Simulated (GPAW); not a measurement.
# Ag2PdO2 (Immm): the Ag L₃ absorption edge, part 3 of 3

What does one-electron theory with a core hole give for the Ag L₃ edge of Ag2PdO2 (Immm)?

GPAW 26.7.0; X-ray absorption from dipole matrix elements to empty bands, plane-wave PAW LDA.

So far. Step 4 (Spectrum with XCH, Ag atom 1): Main maxima below 30 eV (height): 1.6 eV (0.54), 12.6 eV (1.40) and 22.0 eV (2.39). At an L edge the dipole rule selects empty d (and weakly s) states on the absorber, and this run shows no strong white line at the onset.

## Step 7: Spectrum with XCH, Ag atom 1

A test of how far the result depends on this setting.

Changed against the first core-hole run: broadening from Gaussian full width 2.4 eV up to 4 eV, rising linearly to 3.5 eV at 25 eV to Gaussian full width 0.5 eV up to 4 eV, rising linearly to 1.5 eV at 25 eV.

Contents of xas.py:

```python
import numpy as np
from ase import Atoms
from ase.parallel import parprint, paropen
from gpaw import GPAW, PW, FermiDirac, Mixer, MixerDif, setup_paths
from gpaw.test import gen
setup_paths.insert(0, '.')
gen('Ag', name='fch2p', xcname='LDA', corehole=(2, 1, 1), write_xml=True)
from gpaw.mpi import world
world.barrier()

atoms = Atoms('Ag10Pd5O10',
    cell=[[4.512045, -2.277615, -4.94885],
     [-4.512045, 2.277615, -4.94885],
     [6.01606, 4.55523, 0]],
    scaled_positions=[[0.35758, 0.35758, 0],
     [0.55758, 0.15758, 0.2],
     [0.75758, 0.95758, 0.4],
     [0.95758, 0.75758, 0.6],
     [0.15758, 0.55758, 0.8],
     [0.64242, 0.64242, 0],
     [0.84242, 0.44242, 0.2],
     [0.04242, 0.24242, 0.4],
     [0.24242, 0.04242, 0.6],
     [0.44242, 0.84242, 0.8],
     [0, 0, 0],
     [0.2, 0.8, 0.2],
     [0.4, 0.6, 0.4],
     [0.6, 0.4, 0.6],
     [0.8, 0.2, 0.8],
     [0.9627, 0.7627, 0.1],
     [0.1627, 0.5627, 0.3],
     [0.3627, 0.3627, 0.5],
     [0.5627, 0.1627, 0.7],
     [0.7627, 0.9627, 0.9],
     [0.4373, 0.8373, 0.3],
     [0.6373, 0.6373, 0.5],
     [0.8373, 0.4373, 0.7],
     [0.0373, 0.2373, 0.9],
     [0.2373, 0.0373, 0.1]],
    pbc=True)
atoms.calc = calc = GPAW(legacy_gpaw=True, mode=PW(500), xc='LDA', setups={0: 'fch2p'},
    kpts={'size': (3, 3, 3), 'gamma': True}, occupations=FermiDirac(0.1),
    charge=-1, mixer=Mixer(0.1, 5, 50), maxiter=150,
    convergence={'density': 0.0001}, txt='scf.txt')
energy = atoms.get_potential_energy() + calc.get_reference_energy()
ef = calc.get_fermi_level()
out = dict(energy=energy, fermi=ef, forces=atoms.get_forces().tolist())
parprint(f'all-electron energy {energy:.4f} eV, Fermi level {ef:.4f} eV')
ev = np.array([[calc.get_eigenvalues(k, s) for k in range(len(calc.get_ibz_k_points()))] for s in range(calc.get_number_of_spins())])
out['homo'], out['lumo'], out['counts'] = ev[ev < ef].max(), ev[ev > ef].min(), sorted(set((ev < ef).sum((0, 2)).tolist()))
out['filled'] = (ev[:, 0] < ef).sum(1).tolist()

from ase.units import Ha
from gpaw.xas import dipole_matrix_elements
nb = int(calc.get_number_of_electrons() / 2) + 229
top, nb = nb, nb + 8 + nb // 12
nscf = calc.fixed_density(kpts={'size': (3, 3, 3), 'gamma': True}, nbands=nb,
    convergence={'bands': top, 'eigenstates': 1e-5}, maxiter=60, txt='nscf.txt')
cell = atoms.cell.array
ops = [cell.T @ U.T @ np.linalg.inv(cell.T) for U in nscf.wfs.kd.symmetry.op_scc]
E = np.arange(-6, 34, 0.1)
fwhm = np.interp(E, [4, 25], [0.5, 1.5])
Y, X, zero, highest = 0, 0, 1e9, 1e9
for spin in range(nscf.get_number_of_spins()):
    wfs = nscf.wfs
    A = dipole_matrix_elements(wfs.setups[0])
    eps = np.zeros((wfs.kd.nibzkpts, nb))
    d = np.zeros((3, A.shape[1], wfs.kd.nibzkpts, nb), complex)
    for kpt in wfs.kpt_u:
        if kpt.s == spin and 0 in kpt.P_ani:
            eps[kpt.k] = kpt.eps_n * Ha
            d[:, :, kpt.k] = (kpt.weight * wfs.nspins / 2) ** 0.5 * np.inner(A, kpt.P_ani[0])
    world.sum(eps)
    world.sum(d)
    T = np.einsum('amkn,bmkn->abkn', d, d.conj()).real
    T = sum(np.einsum('ai,ijkn,bj->abkn', R, T, R) for R in ops) / len(ops)
    empty = eps > ef
    zero, highest = min(zero, eps[empty].min()), min(highest, eps[:, top - 1].min())
    lines = [(eps, T, empty)] if spin == 0 else lines + [(eps, T, empty)]
for eps, T, empty in lines:
    f = np.einsum('aakn->akn', T).reshape(3, -1)
    x = eps.ravel() - zero
    w = np.interp(x, E, fwhm) / 2.35482
    g = np.exp(-0.5 * ((E[:, None] - x) / w) ** 2) / (w * (2 * np.pi) ** 0.5)
    Y = Y + (f * empty.ravel()) @ g.T
    X = X + (f * ~empty.ravel()) @ g.T
out.update(E=E.round(2).tolist(), xas=Y.tolist(), xes=X.tolist(), zero=zero, valid=highest - zero, nk=len(eps), nb=nb)
for i in range(0, len(E), 10):
    parprint(f'{E[i]:7.2f}', *(f'{v:10.3e}' for v in Y[:, i]))
import json
with paropen('out.json', 'w') as f:
    json.dump(out, f)
```

On the command line:

```
$ OMP_NUM_THREADS=1 mpirun -n 4 gpaw python xas.py
```

Numbers of over 12 decimals in the logs are rounded to 6 here.

The log of the run:

```text
Input parameters:
  charge: -1
  convergence: {density: 0.0001}
  kpts: {gamma: True,
         size: (3, 3, 3)}
  maxiter: 150
  mixer: {backend: pulay,
          beta: 0.1,
          method: separate,
          nmaxold: 5,
          weight: 50}
  mode: {ecut: 500.0,
         name: pw}
  occupations: {fixmagmom: False,
                name: fermi-dirac,
                width: 0.1}
  setups: {0: fch2p}

Initialize ...

[...]
*d    :     0.227354
--------------------------------

Diagonalizing with gridspacing h=0.050

state   all-electron     PAW
-------------------------------
5s:      -0.484124    -0.484379
4p:      -2.742751    -2.743231
4d:      -0.772646    -0.773501
*f:                   -0.020772
-------------------------------
all-electron energy -2147143.7120 eV, Fermi level 7.0585 eV
[...]
32.00  2.796e-06  2.690e-06  2.810e-06
  33.00  2.808e-06  2.672e-06  2.553e-06
[key lines of the parts left out:]
Converged after 17 iterations.
Dipole moment: (-0.000000, -0.000000, 0.146975) |e|*Ang
Free energy:   -132.886954
Fermi level: 7.05849
```

The job ended after 10 min (4 MPI ranks of Arm Neoverse V2, shared host; peak memory 0.75 GiB; 41 min of CPU time).

```csv
E (eV),first run,this run
-2.0,0.01,0.00
-1.0,0.09,0.00
0.0,0.30,0.17
1.0,0.50,0.73
2.0,0.53,0.49
3.0,0.47,0.37
4.0,0.46,0.38
5.0,0.56,0.42
6.0,0.74,0.85
7.0,0.89,0.92
8.0,0.93,0.98
9.0,0.94,0.78
10.0,1.05,0.97
11.0,1.24,1.29
12.0,1.37,1.56
13.0,1.39,1.50
14.0,1.27,1.32
15.0,1.13,1.06
16.0,1.06,0.90
17.0,1.15,1.07
18.0,1.39,1.23
19.0,1.76,1.69
20.0,2.11,2.43
21.0,2.32,2.32
22.0,2.39,2.56
23.0,2.31,2.48
24.0,2.13,2.16
25.0,1.90,1.87
26.0,1.67,1.76
27.0,1.49,1.35
28.0,1.37,1.25
29.0,1.32,1.38
30.0,1.29,1.31
31.0,1.25,1.26
32.0,1.21,1.21
```

The scaled spectrum changes by 9 % r.m.s. The highest intensity below 24 eV goes from 22.0 eV (2.39) to 22.4 eV (2.62).

The photon energy of the zero moves by +0.00 eV.

## Step 8: Results

```yaml
absorber_and_edge: Ag L₃, atom 1 of the ground-state input (counted from 1)
surroundings: 2 O at 2.28 Å and 2 O at 2.65 Å (4-fold, site symmetry mm2)
highest_intensity_below_24_ev: 22.0 eV above the zero, height 2.39
```

In words: The Ag L₃ edge of atom 1, with 2 O at 2.28 Å and 2 O at 2.65 Å (4-fold, site symmetry mm2), has its highest intensity of the first 24 eV at 22.0 eV above the zero, 2.4 times the mean level of the first 20 eV (Gaussian full width 2.4 eV up to 4 eV, rising linearly to 3.5 eV at 25 eV). A cell with holes 3.0 Å apart changes the curve by 9 % r.m.s. (6 % after the best shift). Changing the broadening from Gaussian full width 2.4 eV up to 4 eV, rising linearly to 3.5 eV at 25 eV to Gaussian full width 0.5 eV up to 4 eV, rising linearly to 1.5 eV at 25 eV alters the shape by 9 % r.m.s., a modest effect on the whole. At the Ag L₃ edge of atom 1 polarisation matters most near 2.8 eV, where the curves differ by 0.5 on this scale. Only the L₃ part is meant: spin–orbit coupling of the core level isn't computed and the L₂ copy isn't added. The script folds with a Gaussian, whereas the core hole's own line is a Lorentzian, so the onset is too steep and the first peak too high. The unit cell's mesh shows no gap over 0.35 eV. That is right for a metallic compound; for a small-gap or correlated insulator it would be the fault of the functional or of the assumed magnetic order, and the hole would be screened too well. Lifetime broadening is put in by hand, and intensities beyond about 20 eV depend on it and on the partial waves. The structure is a published determination, not relaxed.

[Banner, clock and machine lines of the logs are left out without a mark of their own.]

[Logs are printed without paths, hosts, clocks, repeated set-up lines and the standing remarks that a program may print on its own settings, such as how far it seeks lower states.]

[Hosts, paths, dates, database ids (printed as entryN), source tags and the programs' standing remarks are cut or masked in the printed files.]

[Lists of maxima count a maximum above −3 eV only where it reaches 4 % of the highest in the window and stands out from its surroundings by 2 % of it (1.5 % where it reaches 55 %); shoulders and weaker maxima are passed over, and of the rest the first, up to two pre-edge ones and the few strongest are named.]
